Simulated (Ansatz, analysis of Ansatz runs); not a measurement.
# Cu-H pair in ZnO: local vibrational mode, LDA, part 2 of 2

How near does this set-up come to the measured local vibrational mode? Subject: Cu-H pair in ZnO. Set-up: LDA, 72-site cell, LDA lattice, 420 eV, k: the single point 1/4 1/4 1/4. The model is a cell of 72 host atoms with Cu put on another atom's site and H put in between. The frequencies come from force constants among the defect atom and its neighbours, with the masses of the isotopes named. A local or semilocal functional is the cheapest first rung.

Ansatz 0.2.0; LDA, 72-site cell, LDA lattice, 420 eV, k: the single point 1/4 1/4 1/4.

So far: The structure; Relaxation, charge 0.

### Step 2. Relaxation, charge 0 (continued)

Level of this step: plane-wave PAW DFT, LDA; relaxation of all atoms of a defect supercell (Ansatz).

The steps of the relaxation:

| step | energy less that of the first step (eV) | largest force component (eV/Å) |
| --- | --- | --- |
| 1 | 0.0000 | 1.5530 |
| 2 | -0.3647 | 0.9616 |
| 3 | -0.6416 | 0.2291 |
| 4 | -0.6530 | 0.2216 |
| 5 | -0.6619 | 0.0848 |
| 6 | -0.6713 | 0.1879 |
| 7 | -0.6768 | 0.1738 |
| 8 | -0.6879 | 0.0747 |
| 9 | -0.6888 | 0.0090 |
| 10 | -0.6888 | 0.0090 |

The atoms that moved most (Å, from the sites as typed, ahead of the random displacement):

| atom | dx | dy | dz | length |
| --- | --- | --- | --- | --- |
| Cu38 | 0.317 | 0.124 | 0.261 | 0.429 |
| O39 | -0.083 | 0.006 | 0.179 | 0.197 |
| O60 | 0.103 | 0.079 | -0.113 | 0.172 |
| Zn25 | -0.007 | -0.032 | -0.142 | 0.146 |
| H73 | -0.036 | 0.105 | -0.041 | 0.119 |
| Zn37 | -0.090 | 0.036 | 0.033 | 0.102 |
| Zn6 | -0.077 | -0.052 | 0.021 | 0.095 |
| Zn30 | 0.061 | -0.054 | 0.013 | 0.083 |

The atoms nearest to the centre after the run:

| atom | distance (Å) |
| --- | --- |
| H73 | 0.528 |
| Cu38 | 1.316 |
| O28 | 1.528 |
| O36 | 2.156 |
| O60 | 2.379 |
| O39 | 2.398 |
| Zn30 | 2.791 |
| Zn6 | 2.798 |
| Zn25 | 2.836 |

Neighbours of the added atoms: H73: O28 1.01, Cu38 1.84, Zn25 2.43 Å.

This step gave:

| Property | Result |
| --- | --- |
| free energy | -140194.6979 eV |

The relaxation ends 9.4 meV an atom lower than the displaced start, with a largest force component of 0.0090 eV/Å.

### Step 3. Local vibrational modes

A local mode lives on the defect and the atoms next to it, so only the sites listed in the input are displaced, which costs far fewer SCF runs than the whole cell would.

This step: plane-wave PAW DFT, LDA; finite-displacement force constants among the atoms nearest to a defect, the others at rest.

modes/input.yaml

```yaml
crystal:
  lattice:
    - [9.56031254, 0.0, 0.0]
    - [-4.78015627, 8.27947353, 0.0]
    - [0.0, 0.0, 10.30720229]
  atoms:
    - { symbol: Zn, position: [0.11000976, 0.222096275, 0.249984341] }
    - { symbol: Zn, position: [0.219532437, 0.109792876, -0.001317239] }
[... 3 atom lines left out ...]
    - { symbol: Zn, position: [0.211173994, 0.105009342, 0.502270016] }
[... 18 atom lines left out ...]
    - { symbol: Zn, position: [0.442006072, 0.218517739, 0.236484053] }
[... 2 atom lines left out ...]
    - { symbol: O, position: [0.432591171, 0.201671097, 0.430167369] }
    - { symbol: Zn, position: [0.441326712, 0.220707024, 0.750955439] }
    - { symbol: Zn, position: [0.558833035, 0.104712836, 0.501470306] }
[... 2 atom lines left out ...]
    - { symbol: Zn, position: [0.445682113, 0.552639058, 0.254341166] }
[... 1 atom line left out ...]
    - { symbol: O, position: [0.553511916, 0.441314387, 0.185423778] }
    - { symbol: O, position: [0.448714464, 0.551127722, 0.44096835] }
[... 1 atom line left out ...]
    - { symbol: Cu, position: [0.622167212, 0.511061722, 0.539450081] }
    - { symbol: O, position: [0.547453447, 0.44532639, 0.706738415] }
[... 20 atom lines left out ...]
    - { symbol: O, position: [0.793490333, 0.565292932, 0.4284781] }
[... 12 atom lines left out ...]
    - { symbol: H, position: [0.488720548, 0.318151917, 0.458013238] }
basis:
  ecutwfc: 420
  xc_grid: 2
hamiltonian:
  xc: lda
kpoints:
  mp_grid: { grid: [1, 1, 1], shift: [0.25, 0.25, 0.25] }
scf:
  occupations: { method: fermi_dirac, width: 0.01 }
  max_iter: 120
output: {}
checkpoint:
  read: "../relax.run"
phonons:
  supercell: [1, 1, 1]
  displaced_sites: [24, 27, 35, 37, 72]
```

The run is started by

```sh
$ ansatz run input.yaml --threads 2 --pin off --max-ram 4710MiB --backend cpu --events-out ev --progress --plain --runs-dir out
```

Numbers of over 12 decimals in the logs are rounded to 6 here.

Output:

```text
[...]
Crystal: 73 atoms, lattice volume = 815.860 Å³
Basis set: ecut = 420 eV, 15935 PW (Γ), exchange–correlation on 128×128×144 points (8 copies of the dense FFT grid, shifted against one another)
Bands: 401, of which v1, the nominal top of the filled ones, is band 328 counted from 1 (327 counted from 0)
Symmetry: 1 space group operations
k-points: 1
[...]
SCF iter   6: F=-140194.697927 eV  HF=-140194.697927 eV  |F-HF|=0.00e0  |Δ(HF+E_count)|=  8.73e-11  Δρ=6.47e-8  dr2=4.35e-11  ethr=1.00e-12  ⟨swp⟩=3.0  Hψ=1462  notcnv=0
SCF 1 converged in 6 iterations: F = -140194.697927 eV  dr2 = 4.35e-11
[...]
SCF 2 converged in 10 iterations: F = -140194.697890 eV  dr2 = 3.02e-12
[...]
SCF 3 converged in 6 iterations: F = -140194.697890 eV  dr2 = 2.40e-12
[...]
symmetry images taken by strict's conditions (phonons.symmetry_images: auto; settled by no image being taken that strict refuses)
  force constants formed among 5 of 73 sites (Zn 24, O 27, O 35, Cu 37, H 72); the other 68 at rest. The modes move the named sites alone.
  the frequencies, the zero-point energy and the sums are of the block with the acoustic sum rule laid on its rows. Row sums over every site: 1.5e-4 eV/Å² at the most
  transpose residual: 5.2e-4 eV/Å²
  largest component of a force at the reference: 6.8e-3 eV/Å on a named site, 9.0e-3 eV/Å on a site at rest
  frequencies among the named sites at Γ of the cell (cm⁻¹): 102.03 136.62 165.18 231.25 235.41 294.10 342.47 351.43 415.55 422.70 488.63 497.14 750.74 791.60 3073.13
  unstable modes among the named sites: 0
  frequencies as built, with no sum rule (cm⁻¹): 102.04 136.62 165.19 231.25 235.41 294.10 342.47 351.43 415.55 422.71 488.63 497.14 750.72 791.60 3073.13
  zero-point energy: 0.514410 eV/cell   skipped modes (ω ≤ 0): 0
  not written: the harmonic force-constant file, the file of eigenvectors (these modes' are written with the force constants), the density of states and the dispersion, which are of every site
[key lines of the parts left out:]
SCF converged after 6 iterations
Free energy (F): -140194.697927 eV
Fermi energy:    9.159327 eV
```

Elapsed: 25 min, on 2 threads of Arm Neoverse V1, shared host; peak memory 2 GiB.

This step gave:

* free energy: -140194.6979 eV

The modes with the largest weight on the probed atoms (the light atom of a pair), for the masses of each isotope. Modes of the displaced atoms (local only where they lie over the host's phonons):

| isotopes | mode (cm⁻¹) | share of the defect atoms |
| --- | --- | --- |
| H | 3073 | 0.943 |
| H | 791.7 | 0.944 |
| H | 750.8 | 0.904 |
| D | 2236 | 0.89 |
| D | 582 | 0.792 |
| D | 566.7 | 0.666 |

### Step 4. Results

| Item | Value |
| --- | --- |
| distance from the defect atom to its nearest neighbour | 1.006 Å |
| O-H stretch, 1H | 3073 cm⁻¹ |
| O-D stretch, 2H | 2236 cm⁻¹ |
| time of the whole chain | 32 min on 2 threads |

O-H stretch, 1H: computed 3073 cm⁻¹, measured 3191.8 cm⁻¹; 118 cm⁻¹ (4 %) below the measurement. O-D stretch, 2H: computed 2236 cm⁻¹, measured 2379 cm⁻¹; 143 cm⁻¹ (6 %) below the measurement. The computed value is harmonic, while the measured line is the anharmonic fundamental, which for X–H stretches usually lies a few per cent lower. Only the named neighbours move, so modes near the host's band are approximate.

[Logs are printed without paths, hosts, clocks, repeated set-up lines and the standing remarks that a program may print on its own settings, such as how far it seeks lower states.]

[Hosts, paths, dates, database ids (printed as entryN), source tags and the programs' standing remarks are cut or masked in the printed files.]

[For some hosts the program warned that the k-mesh of the response run may be too coarse for force constants and the static dielectric constant; such warnings are not shown here.]
